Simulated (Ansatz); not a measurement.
# What PtC (model cell, started as rocksalt type) distorts into, part 2 of 2

Which phase does PtC (model cell, started as rocksalt type) fall into along its unstable mode, and how much energy does it gain?

Ansatz 0.2.0; DFT PBEsol, scalar-relativistic, plane waves, PAW.

So far, highest frequency on the path or at a solved wavevector (cm⁻¹): step 2 (response at finite wavevector) 498. Also lowest frequency on the path (cm⁻¹): step 2 -544.

The structure was built from a prototype and need not be the compound's stable phase.

**6. Relaxation from the frozen mode**

Starting from the lowest point found, all atoms and the cell are let go, so that strain and other modes of the same symmetry can join in.

Contents of input.yaml:

```yaml
crystal:
  lattice:
    - [0.0, 2.2083183167, 2.2083183167]
    - [2.2083183167, 0.0, 2.2083183167]
    - [2.2083183167, 2.2083183167, 0.0]
  atoms:
    - { symbol: Pt, position: [-0.0030668217, 0.0030668217, -0.0030668217] }
    - { symbol: C, position: [0.5498116595, 0.4501883405, 0.5498116595] }
kpoints:
  mp_grid: { grid: [16, 16, 16] }
hamiltonian:
  xc: pbesol
scf:
  occupations: { method: methfessel_paxton, width: 0.2 }
output:
  forces: true
  stress: true
  eigenvalues: true
relax:
  adjacent_minimum: "off"
  f_tol: 0.002
  max_steps: 120
  cell: { stress_tol: 0.03 }
```

On the command line:

```console
$ ansatz run input.yaml --threads 4 --pin off --max-ram 7168MiB --backend cpu --events-out ev --progress --plain --runs-dir out
```

Numbers of over 12 decimals in the logs are rounded to 6 here.

Output:

```text
[...]
Crystal: 2 atoms, lattice volume = 21.538 Å³
Basis set: ecut = 420 eV, 411 PW (Γ), exchange–correlation on 48×48×48 points (8 copies of the dense FFT grid, shifted against one another)
Bands: 15, of which v1, the nominal top of the filled ones, is band 11 counted from 1 (10 counted from 0)
Symmetry: 8 space group operations
[...]
k-points: 349 of 4096 (time reversal used)
[...]
SCF iter   1: F=—  HF=-12627.831239 eV  |F-HF|=—  |Δ(HF+E_count)|=         —  Δρ=9.24e-3  dr2=1.51e-2  ethr=1.77e-3  ⟨swp⟩=4.1  Hψ=23200  notcnv=0
[...]
SCF iter   5: F=-12627.828244 eV  HF=-12627.828245 eV  |F-HF|=4.90e-8  |Δ(HF+E_count)|=   4.58e-7  S|Δr|=    0.00e0  Δρ=2.23e-5  dr2=7.56e-8  ethr=4.55e-10  ⟨swp⟩=6.1  Hψ=25337  notcnv=0
SCF 1 converged in 5 iterations: F = -12627.828244 eV  dr2 = 7.56e-8
[...]
relax step   1: F+E_penalty+E_count = -12627.82824446 eV  Δ(F+E_penalty+E_count) = +0.000e0 eV  max|allowed force component| = 2.066e-1 eV/Å  Δτ_max = 0.0000 Å  P = +5.385 GPa  Ω = 21.538 Å³  (5 SCF iters, dr2 threshold 1.00e-7 eV, accepted)
Crystal: 2 atoms, lattice volume = 22.081 Å³
Basis set: ecut = 420 eV, 427 PW (Γ), exchange–correlation on 48×48×48 points (8 copies of the dense FFT grid, shifted against one another)
[...]
SCF iter   5: F=-12627.886151 eV  HF=-12627.886151 eV  |F-HF|=8.08e-10  |Δ(HF+E_count)|=   1.84e-7  S|Δr|=    0.00e0  Δρ=2.40e-5  dr2=2.60e-8  ethr=9.09e-10  ⟨swp⟩=5.1  Hψ=23490  notcnv=0
SCF 2 converged in 5 iterations: F = -12627.886151 eV  dr2 = 2.60e-8
relax step   2: F+E_penalty+E_count = -12627.88615097 eV  Δ(F+E_penalty+E_count) = -5.791e-2 eV  max|allowed force component| = 8.083e-3 eV/Å  Δτ_max = 0.0174 Å  P = -1.160 GPa  Ω = 22.081 Å³  energy of the carried Pulay correction = -9.547e-4 eV  (5 SCF iters, dr2 threshold 2.00e-7 eV, accepted)
Crystal: 2 atoms, lattice volume = 22.148 Å³
Basis set: ecut = 420 eV, 435 PW (Γ), exchange–correlation on 48×48×48 points (8 copies of the dense FFT grid, shifted against one another)
[...]
SCF iter   5: F=-12627.961006 eV  HF=-12627.961006 eV  |F-HF|=1.53e-8  |Δ(HF+E_count)|=   5.93e-8  S|Δr|=    0.00e0  Δρ=2.37e-5  dr2=8.59e-8  ethr=9.09e-10  ⟨swp⟩=5.1  Hψ=22421  notcnv=0
SCF 3 converged in 5 iterations: F = -12627.961006 eV  dr2 = 8.59e-8
relax step   3: F+E_penalty+E_count = -12627.96100599 eV  Δ(F+E_penalty+E_count) = -7.486e-2 eV  max|allowed force component| = 2.625e-2 eV/Å  Δτ_max = 0.0307 Å  P = +1.484 GPa  Ω = 22.148 Å³  energy of the carried Pulay correction = -1.072e-3 eV  (5 SCF iters, dr2 threshold 2.00e-7 eV, accepted)
[... from here on, the SCF cycles and remarks between the steps are left out ...]
relax step   4: F+E_penalty+E_count = -12627.97122338 eV  Δ(F+E_penalty+E_count) = -1.022e-2 eV  max|allowed force component| = 1.708e-1 eV/Å  Δτ_max = 0.0330 Å  P = +2.082 GPa  Ω = 22.431 Å³  energy of the carried Pulay correction = -1.558e-3 eV  (5 SCF iters, dr2 threshold 2.00e-7 eV, accepted)
relax step   5: F+E_penalty+E_count = -12627.96688687 eV  Δ(F+E_penalty+E_count) = +4.337e-3 eV  max|allowed force component| = 3.407e-1 eV/Å  Δτ_max = 0.0223 Å  P = +0.177 GPa  Ω = 22.484 Å³  energy of the carried Pulay correction = -1.649e-3 eV  (5 SCF iters, dr2 threshold 2.00e-7 eV, rejected (line search))
relax step   6: F+E_penalty+E_count = -12627.97459628 eV  Δ(F+E_penalty+E_count) = -3.373e-3 eV  max|allowed force component| = 4.757e-2 eV/Å  Δτ_max = 0.0057 Å  P = +0.412 GPa  Ω = 22.520 Å³  energy of the carried Pulay correction = -1.710e-3 eV  (8 SCF iters, accepted)
relax step   7: F+E_penalty+E_count = -12627.97698280 eV  Δ(F+E_penalty+E_count) = -2.387e-3 eV  max|allowed force component| = 1.597e-3 eV/Å  Δτ_max = 0.0074 Å  P = +0.104 GPa  Ω = 22.467 Å³  energy of the carried Pulay correction = -1.619e-3 eV  (4 SCF iters, dr2 threshold 2.00e-7 eV, accepted)
relax step   8: F+E_penalty+E_count = -12627.97697957 eV  Δ(F+E_penalty+E_count) = +3.230e-6 eV  max|allowed force component| = 2.305e-5 eV/Å  Δτ_max = 0.0006 Å  P = +0.005 GPa  Ω = 22.481 Å³  energy of the carried Pulay correction = -1.644e-3 eV  (3 SCF iters, dr2 threshold 1.85e-7 eV, accepted)
relax step   9: F+E_penalty+E_count = -12627.98454384 eV  Δ(F+E_penalty+E_count) = -7.564e-3 eV  max|allowed force component| = 9.702e-3 eV/Å  Δτ_max = 0.0000 Å  P = +0.430 GPa  Ω = 22.481 Å³  stress off target by 1.18e0 GPa  SCF on the basis re-selected at this cell (its energy is not comparable with the rows above)  (6 SCF iters)
relax step  10: F+E_penalty+E_count = -12627.98489263 eV  Δ(F+E_penalty+E_count) = -3.488e-4 eV  max|allowed force component| = 1.766e-3 eV/Å  Δτ_max = 0.0028 Å  P = +0.015 GPa  Ω = 22.548 Å³  energy of the carried Pulay correction = -1.146e-4 eV  (4 SCF iters, dr2 threshold 2.00e-7 eV, accepted)
relax step  11: F+E_penalty+E_count = -12627.98488975 eV  Δ(F+E_penalty+E_count) = +2.880e-6 eV  max|allowed force component| = 5.535e-5 eV/Å  Δτ_max = 0.0004 Å  P = +0.008 GPa  Ω = 22.553 Å³  energy of the carried Pulay correction = -1.229e-4 eV  (3 SCF iters, dr2 threshold 2.78e-8 eV, accepted)
[...]
SCF iter   4: F=-12627.985014 eV  HF=-12627.985014 eV  |F-HF|=7.28e-12  |Δ(HF+E_count)|=  1.82e-12  S|Δr|=    0.00e0  Δρ=1.86e-7  dr2=6.13e-12  ethr=1.00e-12  ⟨swp⟩=3.9  Hψ=22683  notcnv=0
SCF 12 converged in 4 iterations: F = -12627.985014 eV  dr2 = 6.13e-12
relax step  12: F+E_penalty+E_count = -12627.98501423 eV  Δ(F+E_penalty+E_count) = -1.245e-4 eV  max|allowed force component| = 1.757e-4 eV/Å  Δτ_max = 0.0000 Å  P = +0.006 GPa  Ω = 22.553 Å³  stress off target by 6.67e-3 GPa  SCF on the basis re-selected at this cell (its energy is not comparable with the rows above)  (4 SCF iters)
[...]
SCF converged after 4 iterations
[...]
Free energy (F): -12627.985014 eV
[...]
Internal energy: -12627.986077 eV  (E = F + TS)
E sigma→0 (E₀):  -12627.985280 eV
Entropy (-TS):   0.001062 eV (0.531 meV/atom)
Fermi energy:    19.434367 eV
[...]
--- Forces (eV/Å), atoms counted from 1 ---
  atom   1  Pt     0.00000000    -0.00017555    -0.00000000
  atom   2  C      0.00000000     0.00017593    -0.00000000
  max |Σ_I F_I| component: 3.83e-7 eV/Å
--- Stress (GPa, compression-positive) ---
        0.005701      -0.000000       0.000000
       -0.000000       0.006674       0.000000
        0.000000       0.000000       0.005701
  P = ⅓ Tr σ = 0.0060 GPa (0.060 kbar)
--- Band table (eV; the first three rows and the last of 349) ---
  k-point 0: bands = [... 7 lower, 14.3398, 14.3398, 15.9275, 20.2607, 20.2607, 21.4218, 24.8253, 30.8040]
  k-point 1: bands = [... 7 lower, 14.3259, 14.4174, 15.8111, 20.0072, 20.5017, 21.5579, 25.0540, 30.9023]
  k-point 2: bands = [... 7 lower, 14.2300, 14.5805, 15.6136, 19.4520, 21.1117, 21.8681, 25.5759, 31.0786]
  k-point 348: bands = [... 7 lower, 16.4145, 16.9152, 16.9152, 17.9020, 17.9020, 18.0933, 25.4240, 31.7102]
--- Relaxed structure (10 steps of the walk, 9 accepted, 2 SCFs on fresh bases) ---
  F+E_penalty+E_count = -12627.98501423 eV   max|allowed force component| = 1.757e-4 eV/Å   (the final SCF, on the basis selected at the relaxed cell)
  cell:  # Å, volume = 22.5528 Å³
    - [0, 2.478909, 2.132823]
    - [2.132823, 0, 2.132823]
    - [2.132823, 2.478909, 0]
  atoms:
    - { symbol: Pt, position: [-0.019331, 0.019331, -0.019331] }
    - { symbol: C, position: [0.566076, 0.433924, 0.566076] }
```

Wall time 28 s (4 threads of Arm Neoverse V2, shared host); peak memory 0.46 GiB; 1.8 min of CPU time.

The steps of the relaxation:

```tsv
step	energy less that of the first step (eV)	largest force component (eV/Å)	pressure (GPa)	volume (Å³)
1	0.0000	0.2066	5.39	21.54
2	-0.0579	0.0081	-1.16	22.08
3	-0.1328	0.0262	1.48	22.15
4	-0.1430	0.1708	2.08	22.43
5	-0.1386	0.3407	0.18	22.48
6	-0.1464	0.0476	0.41	22.52
7	-0.1487	0.0016	0.10	22.47
8	-0.1487	0.0000	0.00	22.48
9*	-0.1563	0.0097	0.43	22.48
10	-0.1566	0.0018	0.01	22.55
11	-0.1566	0.0001	0.01	22.55
12*	-0.1568	0.0002	0.01	22.55
```

Relaxation steps marked * repeat the geometry before them on a plane-wave basis chosen anew for their cell, so energy and pressure can jump there. Relaxation step 5 was tried and not accepted.

Forces are held to the 8 operations that the run works with; a distortion that breaks them can't arise in this run.

```tsv
cell as run	before	after	change
a (Å)	3.123	3.270	+4.7 %
b (Å)	3.123	3.016	-3.4 %
c (Å)	3.123	3.270	+4.7 %
α (°)	60.00	62.54	+4.2 %
β (°)	60.00	54.93	-8.5 %
γ (°)	60.00	62.54	+4.2 %
volume (Å³/atom)	10.77	11.28	+4.7 %
```

The atoms that moved most (Å, as changes of fractional coordinates times the final cell):

```tsv
atom	dx	dy	dz	length
Pt1	0.000	-0.081	0.000	0.081
C2	0.000	0.081	0.000	0.081
```

Final coordinates:

```xyz
2
Lattice="0.0000 2.4789 2.1328 2.1328 0.0000 2.1328 2.1328 2.4789 0.0000" Properties=species:S:1:pos:R:3 pbc="T T T"
Pt    0.0000   -0.0958    0.0000
C     2.1328    2.8065    2.1328
```

This step gave:

| Item | Value |
| --- | --- |
| pressure | 0.006026 GPa |
| volume per atom | 11.28 Å³ |

The distorted start has space group I4mm; the relaxation ends in I4mm.

**7. The new phase in its own primitive cell**

The relaxed structure is symmetrised, reduced to its primitive cell and relaxed tightly, as its phonons need.

input.yaml, the sections that differ from step 6:

```yaml
crystal:
  lattice:
    - [-1.5081334498, 1.5081334498, 2.4789092138]
    - [1.5081334498, -1.5081334498, 2.4789092138]
    - [1.5081334498, 1.5081334498, -2.4789092138]
  atoms:
    - { symbol: Pt, position: [0.9806686254, 0.9806686254, 0.0] }
    - { symbol: C, position: [0.5660762124, 0.5660762124, 0.0] }
kpoints:
  mp_grid: { grid: [20, 20, 20] }
relax:
  adjacent_minimum: "off"
  f_tol: 0.001
  max_steps: 60
  cell: { stress_tol: 0.01 }
# hamiltonian, scf, output: as in step 6
```

Output:

```text
[...]
Crystal: 2 atoms, lattice volume = 22.553 Å³
Basis set: ecut = 420 eV, 437 PW (Γ), exchange–correlation on 48×48×48 points (8 copies of the dense FFT grid, shifted against one another)
Bands: 15, of which v1, the nominal top of the filled ones, is band 11 counted from 1 (10 counted from 0)
Symmetry: 8 space group operations
[...]
k-points: 641 of 8000 (time reversal used)
[...]
--- Relaxed structure (5 steps of the walk, 5 accepted, 1 SCFs on fresh bases) ---
[...]
cell:  # Å, volume = 22.5307 Å³
    - [-1.508386, 1.508386, 2.475648]
    - [1.508386, -1.508386, 2.475648]
    - [1.508386, 1.508386, -2.475648]
  atoms:
    - { symbol: Pt, position: [0.981249, 0.981249, -2.0421482724888435e-19] }
    - { symbol: C, position: [0.565495, 0.565495, -4.1003020796017886e-19] }
[key lines of the parts left out:]
SCF converged after 5 iterations
Free energy (F): -12627.984374 eV
Fermi energy:    19.447016 eV
P = ⅓ Tr σ = -0.0013 GPa (-0.013 kbar)
```

The job ended after 25 s (4 threads; peak memory 0.57 GiB; 96 s of CPU time).

Step by step:

```tsv
step	energy less that of the first step (eV)	largest force component (eV/Å)	pressure (GPa)	volume (Å³)
1	0.0000	0.0432	-0.03	22.55
2	-0.0001	0.0201	0.04	22.53
3	-0.0001	0.0005	-0.07	22.54
4	-0.0002	0.0007	0.06	22.53
5	-0.0002	0.0000	0.00	22.53
6*	-0.0001	0.0000	0.00	22.53
```

Relaxation steps marked * repeat the geometry before them on a plane-wave basis chosen anew for their cell, so energy and pressure can jump there.

The run keeps the 8 symmetry operations that it works with, so distortions that break them were not tested.

```tsv
conventional cell, symmetrised	before	after	change
a (Å)	3.016	3.017	+0.0 %
b (Å)	3.016	3.017	+0.0 %
c (Å)	4.958	4.951	-0.1 %
volume (Å³/atom)	11.28	11.27	-0.1 %
```

Final coordinates:

```xyz
2
Lattice="-1.5084 1.5084 2.4756 1.5084 -1.5084 2.4756 1.5084 1.5084 -2.4756" Properties=species:S:1:pos:R:3 pbc="T T T"
Pt    0.0000    0.0000    4.8585
C     0.0000    0.0000    2.7999
```

Numbers from this step:

| Property | Result |
| --- | --- |
| pressure | -0.001349 GPa |
| volume per atom | 11.27 Å³ |

The largest force component left is 0.028 meV/Å and the pressure is -0.001 GPa, within the tolerances set. The cell now holds 11.27 Å³/atom.

**8. Modes of the new phase, k-mesh 20×20×20**

A relaxed structure may still be a saddle point, so its zone-centre modes are computed. No field response is asked, since the mesh shows no gap.

input.yaml, the sections that differ from step 7:

```yaml
crystal:
  lattice:
    - [-1.5083857742, 1.5083857742, 2.4756483698]
    - [1.5083857742, -1.5083857742, 2.4756483698]
    - [1.5083857742, 1.5083857742, -2.4756483698]
  atoms:
    - { symbol: Pt, position: [0.9812493646, 0.9812493646, 0.0] }
    - { symbol: C, position: [0.5654954732, 0.5654954732, 0.0] }
output:
  eigenvalues: true
phonons:
  method: dfpt
# kpoints, hamiltonian, scf: as in step 7
# relax: removed
```

Output:

```text
zone centre: on kpoints.mp_grid the ground state, and the responses unless they are solved on pairs of k-points, stand on 1166 of the mesh's 8000 k-points, reduced under 4 symmetry operations, with k and −k counted as one. Each operation leaves every solved displacement unchanged or reverses it
[...]
Crystal: 2 atoms, lattice volume = 22.531 Å³
Basis set: ecut = 420 eV, 437 PW (Γ), exchange–correlation on 48×48×48 points (8 copies of the dense FFT grid, shifted against one another)
Bands: 15, of which v1, the nominal top of the filled ones, is band 11 counted from 1 (10 counted from 0)
Symmetry: 8 space group operations
k-points: 1166 of 8000 (irreducible under 4 space group operations, time reversal used)
[...]
SCF iter   1: F=—  HF=-12627.987608 eV  |F-HF|=—  |Δ(HF+E_count)|=         —  Δρ=9.43e-3  dr2=1.21e-2  ethr=1.77e-3  ⟨swp⟩=4.1  Hψ=77673  notcnv=0
[...]
SCF iter   8: F=-12627.984374 eV  HF=-12627.984374 eV  |F-HF|=1.82e-12  |Δ(HF+E_count)|=  1.09e-11  S|Δr|=    0.00e0  Δρ=1.77e-7  dr2=6.10e-12  ethr=1.00e-12  ⟨swp⟩=5.1  Hψ=69744  notcnv=0
SCF 1 converged in 8 iterations: F = -12627.984374 eV  dr2 = 6.10e-12
[...]
DFPT response loops at Γ: preconditioner auto → Kerker (q_TF=auto, 2.717 Å⁻¹) (partly filled bands, converged f_vac=0.000); β = 1.00, the filter's whole step (`scf.mixing.beta` (0.50) is not read by the response loops under this deck's `scf.mixing.preconditioner`; to damp them name `kerker` or `kerker_dos`, under which they read `scf.mixing.beta`, and type it under 1.00, their step now; both keys bind the ground state too); Broyden in place of MSR1
SCF converged after 8 iterations
[...]
Free energy (F): -12627.984374 eV
[...]
Internal energy: -12627.984052 eV  (E = F + TS)
E sigma→0 (E₀):  -12627.984294 eV
Entropy (-TS):   -0.000322 eV (-0.161 meV/atom)
Fermi energy:    19.447016 eV
[...]
--- Band table (eV; the first three rows and the last of 1166) ---
  k-point 0: bands = [... 7 lower, 14.3731, 14.3731, 15.9399, 20.2531, 20.2531, 21.3964, 24.8704, 30.8365]
  k-point 1: bands = [... 7 lower, 14.3745, 14.4326, 15.7751, 20.2027, 20.2999, 21.5177, 25.1308, 30.9236]
  k-point 2: bands = [... 7 lower, 14.3318, 14.5438, 15.4256, 20.1968, 20.4232, 21.7145, 25.7857, 31.1644]
  k-point 1165: bands = [... 7 lower, 16.4305, 16.9444, 16.9444, 17.9164, 17.9164, 18.1475, 25.4312, 31.7394]
--- Phonons (Γ-DFPT): 4 representative perturbations + reference, on 1166 of 8000 k-points (Σ response iterations 14) ---
  k mesh reduced under 4 symmetry operations, with k and −k counted as one. Each operation leaves every solved displacement unchanged or reverses it
  ASR residual: 1.427e-4 → 0.000e0 eV/Å²; symmetrization residual: 8.689e-7 eV/Å²
  ASR residual per site (eV/Å²): 1.43e-4 1.76e-5
  Γ frequencies (cm⁻¹): 0.00 0.00 0.00 88.32 88.32 503.09
  non-analytic LO–TO correction: not included (Born effective charges unavailable; polar crystals: no LO–TO splitting at Γ)
```

Wall time 43 s (4 threads); peak memory 1.3 GiB.

Numbers from this step:

```yaml
sum_rule_residual_before_enforcement: 1.43e-4 eV/Å²
point_group: 4mm
highest_optical_mode_at_the_zone_centre_no_lo_to_term: 503.1 cm⁻¹
lowest_optical_zone_centre_mode: 88.32 cm⁻¹
```

Patterns of degenerate modes are one choice out of their space. Modes at Γ, with each element's share of the kinetic energy:

```tsv
mode	frequency (cm⁻¹)	symmetry	Pt %	C %
1	0.0	acoustic	94	6
2	0.0	acoustic	94	6
3	0.0	acoustic	94	6
4	88.3	E	6	94
5	88.3	E	6	94
6	503.1	A1	6	94
```

Displacements in mode 4 (88.3 cm⁻¹), the largest set to 1:
```
Pt1 -0.06  0.00  0.00
C2   1.00  0.00  0.00
```

Displacements in mode 6 (503.1 cm⁻¹), the largest set to 1:
```
Pt1  0.00  0.00 -0.06
C2   0.00  0.00  1.00
```

Before it was imposed, the acoustic sum rule was missed by 1.4e-4 eV/Å². Small misses are needed for a sound result but don't prove that mesh and cutoff are converged. The lowest optical mode is real, 88.3 cm⁻¹.

**9. What came out**

```json
{
 "unstable mode of the parent": "q = (0, 0, 0), 544i cm⁻¹",
 "depth at the lowest point sampled": "63.9 meV/atom",
 "largest atomic shift at that point": "0.22 Å",
 "space group reached (within 0.01 Å)": "I4mm",
 "energy gained over the parent (first relaxation, on the mesh of the frozen mode)": "142 meV/atom",
 "volume per atom, phase reached": "11.3 Å³",
 "lowest optical zone-centre mode, phase reached": "88.3 cm⁻¹",
 "highest optical mode at the zone centre (no LO-TO term), phase reached": "503 cm⁻¹"
}
```

What this shows: Along this mode the structure falls into I4mm, 142 meV/atom below the parent. At the parent's cell the well is 63.85 meV/atom deep on the steps tried, with its lowest point at a shift of 0.22 Å. Relaxing atoms and cell changes the gain by +78.33 meV/atom against the lowest step (energies at zero smearing). The new phase has no imaginary mode at the zone centre of its cell; other wavevectors were not checked. Of the 6 patterns followed to their end from this parent, this one ends 385 meV/atom above the lowest, F-43m. Each path keeps the symmetry of its pattern, so a lower phase may lie along a pattern not tried. With no gap, or one that is small against the smearing, the frequencies hang on the k mesh and the smearing, most of all near Kohn anomalies. Spin-orbit coupling is left out, which can matter for the heavy elements here. The starting cell was built on a prototype and not taken from a measurement, so the phase need not exist.

[Logs are printed without paths, hosts, clocks, repeated set-up lines and the standing remarks that a program may print on its own settings, such as how far it seeks lower states.]

[Hosts, paths, dates, database ids (printed as entryN), source tags and the programs' standing remarks are cut or masked in the printed files.]
